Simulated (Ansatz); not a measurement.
# Mo: optical spectrum from first principles

Aim: the dielectric function of Mo, and the optical constants that follow from it. The cell comes from an older database entry, whose edges can differ from later determinations, mostly by under a per cent.

Main program and level: Ansatz 0.2.0; DFT, PBE, plane-wave PAW, default files, scalar-relativistic, independent-particle optical response without local fields.

The database entry behind the starting cell differs from other determinations, so it need not match the best structure at room temperature.

## 1. The structure

Symmetry: Im-3m, No. 229, cubic system. The conventional cell has a = 3.147 Å, b = 3.147 Å, c = 3.147 Å, α = 90.00°, β = 90.00°, γ = 90.00°. Nearest to Mo lie 8 Mo at 2.73 Å.

## 2. Ground state and bands

The self-consistent density comes first; it also tells whether there is a gap, which decides the occupations and the need for a Drude term.

This step: DFT, PBE, plane-wave PAW, default files, scalar-relativistic, ground state (Ansatz 0.2.0).

input.yaml

```yaml
crystal:
  lattice:
    - [-1.573415, 1.573415, 1.573415]
    - [1.573415, -1.573415, 1.573415]
    - [1.573415, 1.573415, -1.573415]
  atoms:
    - { symbol: Mo, position: [0.0, 0.0, 0.0] }
kpoints:
  mp_grid: { grid: [10, 10, 10] }
  band_path:
    path:
      - [[0.0, 0.0, 0.0], [0.5, -0.5, 0.5], [0.0, 0.0, 0.5], [0.0, 0.0, 0.0], [0.25, 0.25, 0.25], [0.5, -0.5, 0.5]]
      - [[0.25, 0.25, 0.25], [0.0, 0.0, 0.5]]
    npoints: 10
scf:
  occupations: { method: fermi_dirac, width: 0.05 }
  n_extra_bands: 6
hamiltonian:
  xc: pbe
  pseudopotentials: { kind: paw }
output:
  forces: true
  stress: true
  populations: true
  write_bands: true
  write_density: true
  write_potential: true
  elf: true
  volumetric_format: npy
```

Started as:

```bash
ansatz run input.yaml --threads 4 --pin off --max-ram 8192MiB --backend cpu --events-out ev --progress --plain --runs-dir out
```

The program printed:

```text
scf.n_extra_bands = 6 over 7 filled bands (N_el = 14.0): the run solves 13 bands
Engine: ansatz 0.2.0, aarch64-unknown-linux-gnu
Pseudopotentials: kind: paw
Pseudopotential: Mo, paw, valence charge 14, recommended cutoff 420 eV (normal), Mo.paw.azcp
Functional definition: PBE
  parameter kappa = 0.804
  parameter beta = 0.066725
  exchange = pbe_x(kappa = kappa, mu = beta*pi^2/3)
  correlation = pbe_c(beta = beta)
Crystal: 1 atoms, lattice volume = 15.581 Å³
Basis set: ecut = 420 eV, 321 PW (Γ), exchange–correlation on 40×40×40 points (8 copies of the dense FFT grid, shifted against one another)
Bands: 13, of which v1, the nominal top of the filled ones, is band 7 counted from 1 (6 counted from 0)
Symmetry: 48 space group operations
Space group: Im-3m (ITA 229), of the structure as read, at distance tolerance 2.5e-5 Å
k-points: 47 of 1000
Non-local potential: Mo, projectors of the file, l = 0: 3, l = 1: 2, l = 2: 2, l = 3: 1
PAW form: soft (Blöchl's): semilocal exchange-correlation on the pseudo side does not see the compensation charge
PAW one-centre angular grid: Mo, 590 points (default); XC on 64 Gauss nodes
Initial density: superposition of atomic densities (neutral atoms: chi_scale 0, normalization atom), corrected by the library's trained network
Initial wavefunctions: pseudopotential atomic-orbital guess
Functional: x = pbe(κ = 0.804, μ = 0.219515), c = pbe(β = 0.066725)
SCF iter   1: F=—  HF=-4956.007478 eV  |F-HF|=—  |Δ(HF+E_count)|=         —  Δρ=3.21e-3  dr2=5.46e-4  ethr=1.77e-3  ⟨swp⟩=5.4  Hψ=3497  notcnv=0
preconditioner: auto → none  [metal: Δε(μ)=0.028 eV  Ē_g=11.801 eV  σ=0.050 eV  W_gap=0.14  n_scr=0 (ndim 8)  ℏωp=23.0 eV  f_vac=0.000  D(μ)=1.01/eV (n_scr^D=12)]
SCF iter   2: F=—  HF=-4956.007492 eV  |F-HF|=—  |Δ(HF+E_count)|=   1.38e-5  Δρ=1.58e-3  dr2=1.32e-4  ethr=3.90e-6  ⟨swp⟩=2.0  Hψ=1111  notcnv=0  defer=5
SCF iter   3: F=—  HF=-4956.007527 eV  |F-HF|=—  |Δ(HF+E_count)|=   3.53e-5  Δρ=2.28e-4  dr2=8.11e-6  ethr=9.43e-7  ⟨swp⟩=1.0  Hψ=570  notcnv=0  defer=5
SCF iter   4: F=—  HF=-4956.007525 eV  |F-HF|=—  |Δ(HF+E_count)|=   2.25e-6  Δρ=6.67e-5  dr2=2.73e-7  ethr=5.80e-8  ⟨swp⟩=2.3  Hψ=763  notcnv=0  defer=5
iter 5 did not close the SCF: its close was put off for the readings that it lacked (scf_convergence_deferred on its scf_iter line)
SCF iter   5: F=-4956.007524 eV  HF=-4956.007525 eV  |F-HF|=1.91e-8  |Δ(HF+E_count)|=   2.75e-8  Δρ=3.44e-5  dr2=8.00e-8  ethr=1.95e-9  ⟨swp⟩=1.0  Hψ=574  notcnv=0  defer=5
SCF iter   6: F=-4956.007524 eV  HF=-4956.007524 eV  |F-HF|=4.92e-10  |Δ(HF+E_count)|=   1.30e-8  Δρ=6.08e-6  dr2=1.91e-9  ethr=5.71e-10  ⟨swp⟩=7.6  Hψ=3181  notcnv=0
SCF 1 converged in 6 iterations: F = -4956.007524 eV  dr2 = 1.91e-9
  greatest PAW one-centre occupation: 0.998 electrons in one spin orbital (limit 2), on the Mo atom at site 0 (counted from 0), in its partial waves of l = 0
NSCF: frozen V_eff on 62 k-points
SCF converged after 6 iterations
Free energy (F): -4956.007524 eV
Harris-Foulkes:  -4956.007524 eV  (|F-HF|=4.92e-10)
Internal energy: -4955.999204 eV  (E = F + TS)
E sigma→0 (E₀):  -4956.003364 eV
Entropy (-TS):   -0.008320 eV (-8.320 meV/atom)
Fermi energy:    21.302200 eV
--- Per-component energies (eV) ---
  E_band       = -53.519273
  E_kinetic    = 441.330605
  E_local      = -781.927179  (includes V_loc(G=0)·N_el)
  E_nonlocal   = 142.756045
  E_hartree    = 258.789354
  E_xc         = -183.687884
  E_vxc        = -229.280287  (∫ρ·V_xc dr)
  E_paw        = -3201.281400  (= ΣΔE_a)
  E_vpaw       = -143.976824  (= ΣTr[D̂ρ^β])
  E_aug_tail   = 0.000041  (compensation charges beyond the density's cutoff)
  E_ewald      = -1631.978787
  E_smearing   = -0.008320  (= −TS)
  E_closure    = 0.000000  (closes the sum)
  Σ components = -4956.007524   (vs F -4956.007524, Δ=0.00e0)
--- Forces (eV/Å), atoms counted from 1 ---
  atom   1  Mo    -0.00000000     0.00000000    -0.00000000
  max |Σ_I F_I| component: 2.88e-32 eV/Å
--- Stress (GPa, compression-positive) ---
        3.089881       0.000000      -0.000000
        0.000000       3.089881      -0.000000
        0.000000      -0.000000       3.089881
  P = ⅓ Tr σ = 3.0899 GPa (30.899 kbar)
--- Band table (eV; the first three rows and the last of 47) ---
  k-point 0: bands = [... 3 lower, -13.3252, 13.9484, 19.8285, 19.8285, 19.8285, 22.8644, 22.8644, 35.8839, ... 2 higher]
  k-point 1: bands = [... 3 lower, -13.3263, 14.3821, 19.5867, 19.7775, 20.2433, 22.5442, 22.8740, 36.1819, ... 2 higher]
  k-point 2: bands = [... 3 lower, -13.3292, 15.4366, 19.0119, 19.5816, 21.4300, 22.2570, 22.9464, 36.3533, ... 2 higher]
  k-point 46: bands = [... 3 lower, -14.3004, 15.7322, 15.7322, 25.1982, 25.1982, 25.1982, 30.2647, 30.2647, ... 2 higher]
--- Löwdin populations: 1 site ---
  site symbol       q [e]
     0     Mo     13.9248
  spilling = 0.005372 (of n_electrons = 14.000000)
```

It took 0.49 s on 4 threads of Arm Neoverse V1, shared host; peak memory 0.26 GiB.

Read-outs:

- free energy: -4956.0075 eV
- Fermi energy: 21.30 eV
- electrons: 14
- symmetry operations: 48
- pressure: 3.090 GPa
- volume: 15.58 Å³
- gap on the path: 0 eV

There are states at the Fermi level within the smearing, so the occupations stay smeared and the carriers get a Drude term. The cell is left with a pressure of 3.1 GPa, as it stands unrelaxed at this level.

The electronic bands at the labelled points (eV, zero at the Fermi level; # counts the bands kept):

| point | #1 | #2 | #3 | #4 | #5 | #6 | #7 |
| --- | --- | --- | --- | --- | --- | --- | --- |
| Γ | -7.35 | -1.47 | -1.47 | -1.47 | 1.56 | 1.56 | 14.58 |
| halfway | -3.86 | -2.79 | -0.73 | -0.73 | 0.77 | 3.35 | 15.03 |
| H | -5.57 | -5.57 | 3.90 | 3.90 | 3.90 | 8.96 | 8.96 |
| halfway | -4.50 | -3.45 | -0.88 | 0.21 | 4.27 | 7.45 | 10.64 |
| N | -5.45 | -3.52 | 1.52 | 1.59 | 2.23 | 4.66 | 11.57 |
| halfway | -5.38 | -2.61 | -1.67 | 0.96 | 1.03 | 1.73 | 14.60 |
| Γ | -7.35 | -1.47 | -1.47 | -1.47 | 1.56 | 1.56 | 14.58 |
| halfway | -4.28 | -2.90 | -2.90 | 1.59 | 1.59 | 3.12 | 15.36 |
| P | -2.74 | -2.74 | -2.74 | 2.35 | 2.35 | 9.51 | 11.46 |
| halfway | -3.25 | -3.25 | -2.98 | 2.19 | 2.19 | 10.27 | 10.60 |
| H | -5.57 | -5.57 | 3.90 | 3.90 | 3.90 | 8.96 | 8.96 |
| jump to P | -2.74 | -2.74 | -2.74 | 2.35 | 2.35 | 9.51 | 11.46 |
| halfway | -4.24 | -3.49 | -0.69 | 1.94 | 2.29 | 7.59 | 10.44 |
| N | -5.45 | -3.52 | 1.52 | 1.59 | 2.23 | 4.66 | 11.57 |

The electronic bands as a text plot (rows in eV, shown from -7.4 to 8.0 only):

```
    7.7 |                *
    7.0 |         *                                           *
    6.4 |                 *                  *
    5.8 |        *
    5.1 |                                   *                  **
    4.5 |       *        ******
    3.8 |          ******      *                         **
    3.2 |     **  ** *      *              *           ***
    2.6 |   **   *    *         *              ***    *    ****
    1.9 | **    * *    *     ******         ***   ****      *****
    1.3 |**            *    *** ** *********            *       *
    0.6 |  *  ** *      *  **  * **                            *
    0.0 |    *  *       ***       *      *             *      *
   -0.6 |   * **         * *    *  *    *
   -1.3 |*****                      ****                     *
   -1.9 |    *            *      ****   **            *     *
   -2.6 |     **          *      **       *  ********      *
   -3.2 |                * ** ***          ***** *   *     ***
   -3.8 |     ***            *                    *** *      ****
   -4.5 |    *   *     ****                *           *      *
   -5.1 |         **  **   ** ****        *             *      **
   -5.8 |   *      ***       *    *      *               **
   -6.4 |  *                       *
   -7.0 |**                         *****
         Γ           H       N        Γ         P        H|P    N
```

Valence density in the ac plane of the conventional cell at fractional y = 0.000, with atoms of Mo within 0.2 Å of it. It is the smooth field of the valence electrons, not physical close to the nuclei.

Values in e/Å³, 14 rows by 14 columns, each cell a mean:
```
6.5 6.3 4.5 2.2 0.8 0.3 0.3 0.3 0.3 0.4 1.1 2.8 5.3 6.4
5.7 5.1 3.4 1.6 0.6 0.3 0.3 0.3 0.3 0.4 0.8 2.0 4.0 5.3
3.1 2.7 1.7 0.8 0.4 0.3 0.3 0.3 0.3 0.3 0.5 1.0 2.0 2.8
1.2 1.0 0.7 0.5 0.3 0.3 0.3 0.3 0.3 0.3 0.4 0.5 0.8 1.1
0.4 0.4 0.4 0.3 0.3 0.3 0.3 0.3 0.3 0.3 0.3 0.3 0.4 0.4
0.3 0.3 0.3 0.3 0.3 0.3 0.3 0.2 0.3 0.3 0.3 0.3 0.3 0.3
0.2 0.3 0.3 0.3 0.3 0.3 0.2 0.2 0.2 0.3 0.3 0.3 0.3 0.3
0.3 0.3 0.3 0.3 0.3 0.3 0.3 0.2 0.3 0.3 0.3 0.3 0.3 0.3
0.4 0.3 0.3 0.3 0.3 0.3 0.3 0.3 0.3 0.3 0.3 0.3 0.3 0.3
0.9 0.8 0.6 0.4 0.3 0.3 0.3 0.3 0.3 0.3 0.3 0.4 0.6 0.8
2.4 2.1 1.3 0.7 0.4 0.3 0.3 0.3 0.3 0.3 0.5 0.8 1.6 2.2
4.9 4.3 2.8 1.3 0.6 0.3 0.3 0.3 0.3 0.4 0.7 1.7 3.4 4.5
6.5 6.1 4.3 2.1 0.8 0.3 0.3 0.3 0.3 0.4 1.0 2.7 5.1 6.3
6.4 6.5 4.9 2.4 0.9 0.4 0.3 0.2 0.3 0.4 1.2 3.1 5.7 6.5
```

ELF in the ac plane of the conventional cell at fractional y = 0.000, with atoms of Mo within 0.2 Å of it. It is the smooth field of the valence electrons, not physical close to the nuclei.

Ten even steps from '0' (0.17) to '9' (0.71), each cell a mean:
```
68961023103898
99951134202799
87631245311378
33212345431123
00123444443100
11244433444321
33455433345543
12344433344432
00124444443210
11112445432111
76421245421356
99841134212699
79961023103798
37971013103896
```

## 3. Spectrum

The spectrum is a sum over vertical transitions between filled and empty bands at the fixed density, so many empty bands are needed.

This step: DFT, PBE, plane-wave PAW, default files, scalar-relativistic, independent-particle optical response without local fields (Ansatz 0.2.0).

input.yaml, the sections that differ from step 2:

```yaml
kpoints:
  mp_grid: { grid: [13, 13, 13] }
scf:
  occupations: { method: fermi_dirac, width: 0.05 }
output:
  optics:
    e_range: [0, 20]
    de: 0.05
    sigma: 0.1
    drude_damping: 0.05
    nscf_kmesh: { grid: [16, 16, 16] }
    bands: { spectra_wanted_up_to: 20 }
# crystal, hamiltonian: as in step 2
```

The program printed:

```text
[...]
Crystal: 1 atoms, lattice volume = 15.581 Å³
Basis set: ecut = 420 eV, 321 PW (Γ)
Bands: 11, of which v1, the nominal top of the filled ones, is band 7 counted from 1 (6 counted from 0)
Symmetry: 48 space group operations
[...]
k-points: 84 of 2197
[...]
SCF iter   1: F=—  HF=-4956.025127 eV  |F-HF|=—  |Δ(HF+E_count)|=         —  Δρ=3.77e-3  dr2=9.17e-4  ethr=1.77e-3  ⟨swp⟩=5.1  Hψ=5434  notcnv=0
[...]
SCF iter   8: F=-4956.025073 eV  HF=-4956.025073 eV  |F-HF|=0.00e0  |Δ(HF+E_count)|=  3.18e-11  Δρ=6.88e-8  dr2=2.31e-13  ethr=1.00e-12  ⟨swp⟩=3.1  Hψ=2356  notcnv=0
SCF 1 converged in 8 iterations: F = -4956.025073 eV  dr2 = 2.31e-13
[...]
NSCF: frozen V_eff on 145 k-points
output.optics: what the bands over the 20 summed would add to eps1, eps2 and the energy-loss function is held between a lower and an upper bound (5 Lanczos steps). eps1, eps2 and their loss function (loss_summed_bands) are given on every row as the summed bands alone make them. Along an axis, on a row where the two bounds hold the loss function to about 1 % of the greater of itself and 0.5 % of |1/eps|, its cell (loss_completed) is given, with the completed eps1 and eps2 that it is formed of (a cell that is left empty reads nan in the table and null in the record). The two bounds hold it so along every axis on all 400 rows up to 20.000 eV. [rest of the remark cut]
SCF converged after 8 iterations
Free energy (F): -4956.025073 eV
[...]
Internal energy: -4956.017820 eV  (E = F + TS)
E sigma→0 (E₀):  -4956.021446 eV
Entropy (-TS):   -0.007253 eV (-7.253 meV/atom)
Fermi energy:    21.319792 eV
[...]
--- Band table (eV; the first three rows and the last of 84) ---
  k-point 0: bands = [... 3 lower, -13.3473, 13.9475, 19.8157, 19.8157, 19.8157, 22.8517, 22.8517, 35.8834]
  k-point 1: bands = [... 3 lower, -13.3479, 14.2083, 19.6691, 19.7894, 20.0621, 22.6431, 22.8563, 36.0726]
  k-point 2: bands = [... 3 lower, -13.3497, 14.9119, 19.2880, 19.6650, 20.7817, 22.3104, 22.8875, 36.3974]
  k-point 83: bands = [... 3 lower, -14.3069, 15.7961, 15.8418, 24.8010, 24.8010, 25.0680, 29.8963, 30.7846]
```

Run time: 6.9 s. Hardware: 4 threads; peak memory 0.92 GiB.

Read from the output:

- main peak of the optical conductivity above 1 eV, first axis: 4.205 eV
- centre of weight of the strongest loss peak in the window: 10.62 eV
- Drude plasma energy, first axis: 8.681 eV
- bands summed: 20
- spectra valid up to: 32.93 eV
- program's estimate of the k-sum error in Im epsilon: 0.17 %
- electrons in the f-sum: 11.45

The Im ε, any direction by photon energy; read off at these points:

photon energy (eV), Im ε, any direction and a bar:
```
      1.0         24 ##################
      2.0         35 ##########################
      2.3         40 ##############################
      3.0         25 ##################
      4.0         28 #####################
      5.0         15 ##########
      6.0          6 ####
      7.0          3 ##
      8.0          2 #
      9.0          1 
     10.0          1 
     11.0          1 
     12.0          3 ##
     13.0          3 #
     14.0          2 #
     15.0          2 #
     16.0          3 ##
     17.0          3 ##
     18.0          2 #
     19.0          1 
     20.0          1
```

The Re ε, any direction by photon energy:

| photon energy (eV) | Re ε, any direction |
| --- | --- |
| 0.5 | -255 |
| 1.0 | -40.4 |
| 1.5 | 2.66 |
| 2.0 | 4.78 |
| 2.5 | -5.74 |
| 3.0 | -2.76 |
| 3.5 | -0.559 |
| 4.0 | -0.427 |
| 4.5 | -14.3 |
| 5.0 | -15.0 |
| 5.5 | -13.1 |
| 6.0 | -11.6 |
| 6.5 | -8.65 |
| 7.0 | -5.54 |
| 7.5 | -6.93 |
| 8.0 | -5.26 |
| 8.5 | -3.95 |
| 9.0 | -2.86 |
| 9.5 | -1.95 |
| 10.0 | -1.14 |
| 10.5 | -0.305 |
| 11.0 | 1.05 |
| 11.5 | 1.46 |
| 12.0 | 0.262 |
| 12.5 | -0.135 |
| 13.0 | -0.154 |
| 13.5 | -0.321 |
| 14.0 | -0.193 |
| 14.5 | 0.0555 |
| 15.0 | 0.353 |
| 15.5 | 0.911 |
| 16.0 | 1.11 |
| 16.5 | -0.242 |
| 17.0 | -0.947 |
| 17.5 | -1.30 |
| 18.0 | -1.34 |
| 18.5 | -2.22 |
| 19.0 | -1.33 |
| 19.5 | -0.914 |
| 20.0 | -0.672 |

Values under 1 per cm are given as 1. Absorption coefficient, any direction against photon energy:

photon energy (eV), log10 absorption coefficient, any direction (1/cm) and a bar from the least value:
```
     1.00        5.8 ######
     2.00        5.9 #########
     3.00        6.1 ###############
     4.00        6.2 #####################
     5.00        6.3 ##########################
     6.00        6.3 ##########################
     7.00        6.2 #######################
     8.00        6.3 ########################
     9.00        6.2 #####################
    10.00        6.1 ###############
    11.00        5.7 
    12.00        6.2 ####################
    13.00        6.2 #####################
    14.00        6.2 #####################
    15.00        6.1 ###################
    16.00        6.2 ######################
    17.00        6.4 #############################
    18.00        6.4 ##############################
    19.00        6.4 ############################
    20.00        6.3 ########################
```

The loss function −Im 1/ε at q → 0, any direction has structure finer than the step of the table below, so its rows give means over 1 eV. Peaks (eV: height): 10.7: 1.52, 14.6: 0.505.

Table of loss function −Im 1/ε at q → 0, any direction by energy loss; means over each step:

| energy loss (eV) | loss function −Im 1/ε at q → 0, any direction |
| --- | --- |
| 1 | 0.0169 |
| 2 | 0.0284 |
| 3 | 0.0381 |
| 4 | 0.0342 |
| 5 | 0.0327 |
| 6 | 0.0385 |
| 7 | 0.0723 |
| 8 | 0.0649 |
| 9 | 0.115 |
| 10 | 0.498 |
| 11 | 0.742 |
| 12 | 0.308 |
| 13 | 0.371 |
| 14 | 0.458 |
| 15 | 0.472 |
| 16 | 0.296 |
| 17 | 0.280 |
| 18 | 0.266 |
| 19 | 0.351 |

Reflectivity at normal incidence, any direction against photon energy; read off at these points:

photon energy (eV), reflectivity at normal incidence, any direction (%) and a bar:
```
     0.50       98.0 ##############################
     1.00       85.7 ##########################
     1.50       56.8 #################
     2.00       60.4 ##################
     2.40       65.5 ####################
     2.50       64.1 ###################
     3.00       59.0 ##################
     3.50       57.8 #################
     4.00       59.5 ##################
     4.50       69.4 #####################
     5.00       72.9 ######################
     5.50       74.0 ######################
     6.00       77.9 ########################
     6.50       77.5 #######################
     7.00       72.6 ######################
     7.50       72.7 ######################
     8.00       77.1 #######################
     8.30       77.5 #######################
     8.50       77.3 #######################
     9.00       74.8 #######################
     9.50       68.9 #####################
    10.00       56.7 #################
    10.50       30.3 ########
    11.00        4.2 
    11.50       14.5 ###
    12.00       23.1 ######
    12.50       24.6 #######
    13.00       24.3 ######
    13.35       25.4 #######
    13.50       25.2 #######
    14.00       22.9 ######
    14.50       19.3 #####
    15.00       15.9 ####
    15.50       14.8 ###
    16.00       18.3 ####
    16.50       29.3 ########
    17.00       32.9 #########
    17.50       36.5 ##########
    18.00       38.0 ###########
    18.50       58.3 #################
    18.75       63.0 ###################
    19.00       57.2 #################
    19.50       47.6 ##############
    20.00       42.7 ############
```

Optical constants at common wavelengths, from n + ik = √ε:

| wavelength (nm) | n | k | R (%) | 1/α |
| --- | --- | --- | --- | --- |
| 1550 | 1.61 | 8.887 | 92.5 | 14 nm |
| 1064 | 2.21 | 5.069 | 75.4 | 17 nm |
| 800 | 4.08 | 3.499 | 57.1 | 18 nm |
| 450 | 3.41 | 4.036 | 61.8 | 8.9 nm |
| 405 | 3.32 | 3.633 | 58.3 | 8.9 nm |
| 248 | 1.72 | 4.238 | 72.9 | 4.7 nm |
| 193 | 0.69 | 3.085 | 77.6 | 5.0 nm |

A polished face would reflect 63 % of daylight and look light grey (CIE x = 0.309, y = 0.333 under D65).

## 4. Outcome

| Item | Value |
| --- | --- |
| gap on the path | 0 eV |
| main peak of the optical conductivity above 1 eV, first axis | 4.20 eV |
| Drude plasma energy, first axis | 8.68 eV |
| centre of weight of the strongest loss peak in the window, first axis | 10.6 eV |

What this shows: At this level (PBE, independent particles) Mo is a metal with a Drude plasma energy of 8.7 eV; it reflects 64 % at 550 nm. Along x the bare Drude plasma energy is 8.7 eV; Re ε first rises through zero at 1.45 eV, far lower, because interband transitions screen the carriers. Im ε is 25 there, so the loss peak at that energy is weak. The strongest loss structure up to 20 eV has its centre of weight at 10.6 eV; a free-electron gas of the 11.4 electrons in the f-sum would put its plasmon at 31.8 eV. A polished face would reflect 63 % of daylight and look light grey (CIE x = 0.309, y = 0.333 under D65). In the base run ε includes the program's bounded estimate of what the bands above those summed add. The carriers' damping of 0.05 eV is typed, not computed; at 0.8 eV the carriers give 26 % of Im ε, the rest is interband. The Fermi-Dirac width of 0.05 eV acts as an electron temperature of 580 K in the carriers' term.

[Long decimals in the printed logs are rounded to 6 places.]

[Logs are printed without paths, hosts, clocks, repeated set-up lines and the standing remarks that a program may print on its own settings, such as how far it seeks lower states.]

[Hosts, paths, dates, database ids (printed as entryN), source tags and the programs' standing remarks are cut or masked in the printed files.]

[Where the starting crystal was built by hand or by swapping elements, it need not be the compound's stable phase.]

[The count of steps not shown may lack steps that the program refused or didn't finish.]
